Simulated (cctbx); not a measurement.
# Resonant diffraction in BeFe4Ge6

Space group I-42m (no. 121), a = 5.9720 Å, b = 5.9720 Å, c = 8.5370 Å, α = 90.00°, β = 90.00°, γ = 90.00°.

```
atom  mult.       x       y       z  Ueq (Å²)
 Ge1      4     1/2       0       0    0.0269
 Ge2      8  0.3281  0.6719  0.2116    0.0318
 Fe1      8  0.1771  0.8229  0.4177    0.0252
 Be1      2       0       0       0    0.0484
```

The model is made up (kin elements in a known structure type, no relaxation), so it says nothing on whether the phase exists.

Calculated with cctbx: free-atom f′ and f″ from the Sasaki tables, no fine structure; amplitudes in electrons.

How do |F(hkl)| and |F(−h−k−l)| change across the Ge K edge?

```text
E (eV)    f'(Ge)   f''           |F|1 0 1        |F|0 2 0        |F|0 3 1        |F|1 0 3
  10503   -2.58   0.55       88.9/  88.9    103.2/ 103.2    147.5/ 147.5     54.8/  54.8
  10853   -3.41   0.51       88.3/  88.3    103.1/ 103.1    146.4/ 146.4     52.9/  52.9
  10983   -4.12   0.50       87.7/  87.7    102.9/ 102.9    145.3/ 145.3     51.3/  51.3
  11043   -4.83   0.50       87.1/  87.1    102.7/ 102.7    144.2/ 144.2     49.8/  49.8
  11073   -5.54   0.50       86.5/  86.5    102.5/ 102.5    143.0/ 143.0     48.2/  48.2
  11088   -6.24   0.49       85.9/  85.9    102.2/ 102.2    141.8/ 141.8     46.6/  46.6
  11095   -6.87   0.49       85.4/  85.4    102.0/ 102.0    140.8/ 140.8     45.2/  45.2
  11099   -7.52   0.49       84.8/  84.8    101.8/ 101.8    139.7/ 139.7     43.7/  43.7
  11107   -7.96   3.88       84.7/  84.7    101.7/ 101.7    139.6/ 139.6     43.5/  43.5
  11111   -7.08   3.88       85.5/  85.5    102.0/ 102.0    141.1/ 141.1     45.5/  45.5
  11118   -6.34   3.87       86.1/  86.1    102.3/ 102.3    142.3/ 142.3     47.1/  47.1
  11133   -5.54   3.86       86.8/  86.8    102.6/ 102.6    143.6/ 143.6     48.9/  48.9
  11163   -4.76   3.84       87.5/  87.5    102.9/ 102.9    144.9/ 144.9     50.6/  50.6
  11253   -3.77   3.77       88.4/  88.4    103.3/ 103.3    146.6/ 146.6     52.8/  52.8
  11503   -2.59   3.60       89.4/  89.4    103.8/ 103.8    148.6/ 148.6     55.4/  55.4
```

The edge is at 11103 eV. f′ of Ge falls from -4.1 e at 10983 eV to -7.5 e at 4 eV below it, and f″ steps from 0.49 to 3.88 e across it. Over that approach |F| changes by -3 % (1 0 1), -1 % (0 2 0), -4 % (0 3 1) and -15 % (1 0 3): a reflection falls where Ge scatters in phase with the total and rises where it scatters against it; it hardly moves where the Ge term is small or cancels by symmetry or lies in quadrature to the total. The f″ term interferes with the normal scattering with opposite sign for the two Friedel mates. These reflections are centric, so their Friedel mates stay equal.

[Logs are printed without paths, hosts, clocks, repeated set-up lines and the standing remarks that a program may print on its own settings, such as how far it seeks lower states.]
